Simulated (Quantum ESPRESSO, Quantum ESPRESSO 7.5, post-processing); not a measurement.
## Ba(100), 5 layers: cutoff convergence

Which setting serves for Ba(100), 5 layers? The runs below step through one kind of setting.

Main program and level: Quantum ESPRESSO 7.5; plane-wave DFT, PBE, SSSP efficiency pseudopotentials.

Most raw output is cut from this account.

### 1. Starting point

The cell holds 5 atoms: 5 Ba. Cell: a = 5.020 Å, b = 5.020 Å, c = 26.040 Å, α = 90.0°, β = 90.0°, γ = 90.0°. It derives from Ba. Vacuum lies along c.

### 2. SCF with pw.x: ecutwfc 68 Ry, ecutrho 544 Ry

The first run is the reference of the series.

File c0.in:

```
&control
  prefix = 'c0'
  outdir = './out'
  pseudo_dir = './pseudo'
  calculation = 'scf'
  tprnfor = .true.
/
&system
  ibrav = 0
  nat = 5
  ntyp = 1
  ecutwfc = 68
  ecutrho = 544
  occupations = 'smearing'
  smearing = 'mv'
  degauss = 0.02
  assume_isolated = 'esm'
  esm_bc = 'bc1'
/
&electrons
  conv_thr = 1e-07
  mixing_beta = 0.4
  electron_maxstep = 120
  mixing_mode = 'local-TF'
/
ATOMIC_SPECIES
  Ba  137.3270  Ba.pbe-spn-kjpaw_psl.1.0.0.UPF
CELL_PARAMETERS angstrom
  5.02000000000000 0.00000000000000 0.00000000000000
  0.00000000000000 5.02000000000000 0.00000000000000
  0.00000000000000 0.00000000000000 26.04000000000000
ATOMIC_POSITIONS crystal
  Ba  0.000000000000 0.000000000000 -0.192780337942
  Ba  0.500000000000 0.500000000000 -0.096390168971
  Ba  0.000000000000 0.000000000000 0.000000000000
  Ba  0.500000000000 0.500000000000 0.096390168971
  Ba  0.000000000000 0.000000000000 0.192780337942
K_POINTS automatic
  6 6 1 0 0 0
```

Command:

```bash
$ OMP_NUM_THREADS=1 mpirun -n 4 pw.x -nk 2 -in c0.in > c0.out
```

Wall time 9.6 min (4 MPI ranks of Arm Neoverse V2, shared host); peak memory 4.2 GiB.

Read from the output:

* free energy: -29671.6862 eV
* Fermi energy: -2.362 eV
* vacuum line at the lower end of the cell, over the Fermi level: 2.362 eV
* vacuum line at the upper end of the cell, over the Fermi level: 2.362 eV

The potential energy, planar mean oscillates, so the rows of the table below give means over windows of 2.5 Å about each position, cut where the curve ends. Its maxima inside the range that stand out by 2 % of the span (Å: eV): -3.8: -0.644, -1.2: -0.557, 1.2: -0.557, 3.8: -0.644. Its minima: -5.0: -8.77, -2.5: -8.29, 0.0: -8.43, 2.5: -8.29, 5.0: -8.77.

Electrostatic potential energy of an electron; zero at the Fermi level. The potential energy, planar mean by z; means over each step:

| z (Å) | potential energy, planar mean (eV) |
| --- | --- |
| -11.74 | 2.36 |
| -9.24 | 2.34 |
| -6.74 | 0.613 |
| -4.24 | -4.24 |
| -1.74 | -4.00 |
| 0.76 | -4.06 |
| 3.26 | -4.07 |
| 5.76 | -3.15 |
| 8.26 | 2.22 |
| 10.76 | 2.36 |

The program's own clock; routines nest. Time by routine:

| routine | wall time (s) | calls |
| --- | --- | --- |
| PWSCF | 576.9 | 1 |
| electrons | 570.5 | 1 |
| c_bands | 317.3 | 64 |
| cegterg | 268.2 | 320 |
| h_psi | 205.6 | 2116 |
| fftw | 187.2 | 57544 |
| vloc_psi | 168.2 | 2116 |
| sum_band | 99.89 | 64 |
| mix_rho | 58.88 | 64 |
| newd | 51.26 | 65 |
| ffts | 34.05 | 6984 |
| calbec | 25.45 | 2456 |
| v_of_rho | 24.92 | 65 |
| add_vuspsi | 18.43 | 2116 |

The vacuum levels are read from the outermost 0.7 Å of the cell on either side.

The run needed 64 iterations to bring the estimated error under 1e-07 Ry; the largest force on any atom, held or free, is 0.11 eV/Å.

Inside the slab this potential holds the local part of the pseudopotentials, which can be repulsive at the nuclei; only its value in the vacuum has a meaning of its own.

### 3. SCF with pw.x: ecutwfc 56 Ry, ecutrho 448 Ry

c1.in is the input of step 2 with these lines changed:

```diff
@@ -1,3 +1,3 @@
 &control
-  prefix = 'c0'
+  prefix = 'c1'
   outdir = './out'
@@ -11,4 +11,4 @@
   ntyp = 1
-  ecutwfc = 68
-  ecutrho = 544
+  ecutwfc = 56
+  ecutrho = 448
   occupations = 'smearing'
```

Command:

```bash
$ OMP_NUM_THREADS=1 mpirun -n 4 pw.x -nk 2 -in c1.in > c1.out
```

Elapsed: 5 min, on 4 MPI ranks; peak memory 3.2 GiB.

Read from the output:

```
free energy                                                    : -29671.6839 eV
Fermi energy                                                   : -2.361 eV
vacuum line at the lower end of the cell, over the Fermi level : 2.361 eV
vacuum line at the upper end of the cell, over the Fermi level : 2.361 eV
```

The program's own clock; routines nest. Time by routine:

| routine | wall time (s) | calls |
| --- | --- | --- |
| PWSCF | 300.6 | 1 |
| electrons | 295.8 | 1 |
| c_bands | 170.8 | 44 |
| cegterg | 143.8 | 221 |
| h_psi | 105.5 | 1798 |
| fftw | 91.2 | 42892 |
| vloc_psi | 83.69 | 1798 |
| sum_band | 49.8 | 44 |
| newd | 26.75 | 45 |
| mix_rho | 23.75 | 44 |
| calbec | 14.49 | 2038 |
| ffts | 13.11 | 4070 |
| PAW_pot | 12.54 | 45 |
| v_of_rho | 12.38 | 45 |

Counted from each run's own zero (the Fermi level), the vacuum level differs from the first run's by -1 meV.

### 4. Ground state: ecutwfc 45 Ry, ecutrho 360 Ry

c2.in is the input of step 3 with these lines changed:

```diff
@@ -1,3 +1,3 @@
 &control
-  prefix = 'c1'
+  prefix = 'c2'
   outdir = './out'
@@ -11,4 +11,4 @@
   ntyp = 1
-  ecutwfc = 56
-  ecutrho = 448
+  ecutwfc = 45
+  ecutrho = 360
   occupations = 'smearing'
```

Command:

```bash
$ OMP_NUM_THREADS=1 mpirun -n 4 pw.x -nk 2 -in c2.in > c2.out
```

It took 4.6 min on 4 MPI ranks; peak memory 2.3 GiB; 18 min of CPU time.

This step gave:

```
free energy                                                    : -29671.6782 eV
Fermi energy                                                   : -2.362 eV
vacuum line at the lower end of the cell, over the Fermi level : 2.362 eV
vacuum line at the upper end of the cell, over the Fermi level : 2.362 eV
```

The program's own clock; routines nest. Time by routine:

| routine | wall time (s) | calls |
| --- | --- | --- |
| PWSCF | 276.7 | 1 |
| electrons | 272.9 | 1 |
| c_bands | 162.7 | 51 |
| cegterg | 141.1 | 255 |
| h_psi | 106.7 | 2109 |
| fftw | 95.43 | 50696 |
| vloc_psi | 88 | 2109 |
| sum_band | 43.36 | 51 |
| newd | 21.81 | 52 |
| mix_rho | 21.73 | 51 |
| PAW_pot | 13.5 | 52 |
| ffts | 12.89 | 4747 |
| calbec | 12.32 | 2384 |
| v_of_rho | 10.07 | 52 |

Counted from each run's own zero (the Fermi level), the vacuum level differs from the first run's by -0 meV.

### 5. Self-consistent run: ecutwfc 38 Ry, ecutrho 304 Ry

c3.in is the input of step 4 with these lines changed:

```diff
@@ -1,3 +1,3 @@
 &control
-  prefix = 'c2'
+  prefix = 'c3'
   outdir = './out'
@@ -11,4 +11,4 @@
   ntyp = 1
-  ecutwfc = 45
-  ecutrho = 360
+  ecutwfc = 38
+  ecutrho = 304
   occupations = 'smearing'
```

Command:

```bash
$ OMP_NUM_THREADS=1 mpirun -n 4 pw.x -nk 2 -in c3.in > c3.out
```

Elapsed: 3.2 min, on 4 MPI ranks; peak memory 1.9 GiB; 13 min of CPU time.

Numbers from this step:

- free energy: -29671.6754 eV
- Fermi energy: -2.361 eV
- vacuum line at the lower end of the cell, over the Fermi level: 2.361 eV
- vacuum line at the upper end of the cell, over the Fermi level: 2.361 eV

The program's own clock; routines nest. Time by routine:

| routine | wall time (s) | calls |
| --- | --- | --- |
| PWSCF | 190.7 | 1 |
| electrons | 187.8 | 1 |
| c_bands | 103.1 | 50 |
| cegterg | 87.28 | 251 |
| h_psi | 63.24 | 1850 |
| fftw | 53.91 | 47646 |
| vloc_psi | 49.91 | 1850 |
| sum_band | 30.29 | 50 |
| mix_rho | 16.93 | 50 |
| newd | 16.53 | 51 |
| PAW_pot | 12.96 | 51 |
| ffts | 9.33 | 5408 |
| calbec | 8.92 | 2120 |
| v_of_rho | 8.26 | 51 |

Counted from each run's own zero (the Fermi level), the vacuum level differs from the first run's by -1 meV.

### 6. SCF with pw.x: ecutwfc 31 Ry, ecutrho 248 Ry

c4.in is the input of step 5 with these lines changed:

```diff
@@ -1,3 +1,3 @@
 &control
-  prefix = 'c3'
+  prefix = 'c4'
   outdir = './out'
@@ -11,4 +11,4 @@
   ntyp = 1
-  ecutwfc = 38
-  ecutrho = 304
+  ecutwfc = 31
+  ecutrho = 248
   occupations = 'smearing'
```

Command:

```bash
$ OMP_NUM_THREADS=1 mpirun -n 4 pw.x -nk 2 -in c4.in > c4.out
```

Wall time 2.6 min (4 MPI ranks); peak memory 1.4 GiB; 10 min of CPU time.

Numbers from this step:

* free energy: -29671.6546 eV
* Fermi energy: -2.364 eV
* vacuum line at the lower end of the cell, over the Fermi level: 2.364 eV
* vacuum line at the upper end of the cell, over the Fermi level: 2.364 eV

The program's own clock; routines nest. Time by routine:

| routine | wall time (s) | calls |
| --- | --- | --- |
| PWSCF | 153 | 1 |
| electrons | 150.8 | 1 |
| c_bands | 79.24 | 54 |
| cegterg | 68.69 | 270 |
| h_psi | 50.27 | 1782 |
| fftw | 44.01 | 50068 |
| vloc_psi | 40.13 | 1782 |
| sum_band | 24.41 | 54 |
| PAW_pot | 14.25 | 55 |
| mix_rho | 13.75 | 54 |
| newd | 13.35 | 55 |
| ffts | 7.62 | 5992 |
| calbec | 6.89 | 2072 |
| v_of_rho | 6.03 | 55 |

Counted from each run's own zero (the Fermi level), the vacuum level differs from the first run's by +2 meV.

### 7. SCF with pw.x: ecutwfc 25 Ry, ecutrho 200 Ry

c5.in is the input of step 6 with these lines changed:

```diff
@@ -1,3 +1,3 @@
 &control
-  prefix = 'c4'
+  prefix = 'c5'
   outdir = './out'
@@ -11,4 +11,4 @@
   ntyp = 1
-  ecutwfc = 31
-  ecutrho = 248
+  ecutwfc = 25
+  ecutrho = 200
   occupations = 'smearing'
```

Command:

```bash
$ OMP_NUM_THREADS=1 mpirun -n 4 pw.x -nk 2 -in c5.in > c5.out
```

The job ended after 81 s (4 MPI ranks; peak memory 1.1 GiB; 5.4 min of CPU time).

Numbers from this step:

| Quantity | Value |
| --- | --- |
| free energy | -29671.6346 eV |
| Fermi energy | -2.367 eV |
| vacuum line at the lower end of the cell, over the Fermi level | 2.367 eV |
| vacuum line at the upper end of the cell, over the Fermi level | 2.367 eV |

The program's own clock; routines nest. Time by routine:

| routine | wall time (s) | calls |
| --- | --- | --- |
| PWSCF | 80.06 | 1 |
| electrons | 78.37 | 1 |
| c_bands | 37.88 | 42 |
| cegterg | 32.02 | 210 |
| h_psi | 19.84 | 1720 |
| fftw | 13.77 | 41224 |
| vloc_psi | 13.53 | 1720 |
| sum_band | 11.8 | 42 |
| PAW_pot | 11.07 | 43 |
| newd | 7.58 | 43 |
| mix_rho | 6.69 | 42 |
| calbec | 4.2 | 1950 |
| v_of_rho | 3.67 | 43 |
| h_psi:calbec | 3.13 | 1720 |

Counted from each run's own zero (the Fermi level), the vacuum level differs from the first run's by +5 meV.

### 8. SCF with pw.x: ecutwfc 20 Ry, ecutrho 160 Ry

c6.in is the input of step 7 with these lines changed:

```diff
@@ -1,3 +1,3 @@
 &control
-  prefix = 'c5'
+  prefix = 'c6'
   outdir = './out'
@@ -11,4 +11,4 @@
   ntyp = 1
-  ecutwfc = 25
-  ecutrho = 200
+  ecutwfc = 20
+  ecutrho = 160
   occupations = 'smearing'
```

Command:

```bash
$ OMP_NUM_THREADS=1 mpirun -n 4 pw.x -nk 2 -in c6.in > c6.out
```

Elapsed: 3 min, on 4 MPI ranks; peak memory 0.82 GiB.

The run ended without convergence. The estimated SCF accuracy went from 0.732 Ry in the first cycle kept to 1.4e-07 Ry at best and 1.75e-06 Ry in the last.

More iterations help only where the error still falls; otherwise the mixing, the start or the set-up has to change.

### 9. The series side by side

All levels:

| level | vacuum level over the Fermi level (eV) | its change from the first (meV) | energy from the first (meV an atom) | SCF iterations | wall time (s) | peak memory (GiB) | CPU time (s) |
| --- | --- | --- | --- | --- | --- | --- | --- |
| ecutwfc 68 Ry, ecutrho 544 Ry | 2.362 | 0 | 0 | 64 | 577.5 | 4.2 | 2309 |
| ecutwfc 56 Ry, ecutrho 448 Ry | 2.361 | -0.8006 | 0.4618 | 44 | 301.2 | 3.19 | 1204 |
| ecutwfc 45 Ry, ecutrho 360 Ry | 2.362 | -0.3012 | 1.606 | 51 | 277.2 | 2.33 | 1108 |
| ecutwfc 38 Ry, ecutrho 304 Ry | 2.361 | -1.301 | 2.151 | 50 | 191.3 | 1.86 | 764.5 |
| ecutwfc 31 Ry, ecutrho 248 Ry | 2.364 | 1.998 | 6.316 | 54 | 153.6 | 1.41 | 613.8 |
| ecutwfc 25 Ry, ecutrho 200 Ry | 2.367 | 4.898 | 10.32 | 42 | 80.61 | 1.09 | 322 |

### 10. What came out

| Item | Value |
| --- | --- |
| vacuum level over the Fermi level, ecutwfc 68 Ry, ecutrho 544 Ry | 2.362 eV |
| cheapest step of the main series that, with all steps before it, keeps the vacuum level within 20 meV of the first | ecutwfc 25 Ry, ecutrho 200 Ry: +5 meV, 5.4 min of CPU time against 38 min |
| setting with the largest shift of the level | ecutwfc 25 Ry, ecutrho 200 Ry: +5 meV |

In words: The cheapest step of the main series that, with all steps before it, keeps the vacuum level within 20 meV of the first is ecutwfc 25 Ry, ecutrho 200 Ry: +5 meV, 5.4 min of CPU time against 38 min. Over the series the energy moves by up to 10.3 meV an atom and the vacuum level by up to 5 meV. Not converged within the cap on iterations or time: ecutwfc 20 Ry, ecutrho 160 Ry. The times come from a shared host and are rough. Peak memory is sampled during the run and can miss the peak. The geometry is as built, not relaxed.

[Logs are printed without paths, hosts, clocks, repeated set-up lines and the standing remarks that a program may print on its own settings, such as how far it seeks lower states.]

[Hosts, paths, dates, database ids (printed as entryN), source tags and the programs' standing remarks are cut or masked in the printed files.]

[Maps of the electrostatic potential energy from Ansatz leave out the sawtooth potential of an applied field or a dipole correction, so their vacuum need not be flat; planar profiles and work functions include it.]
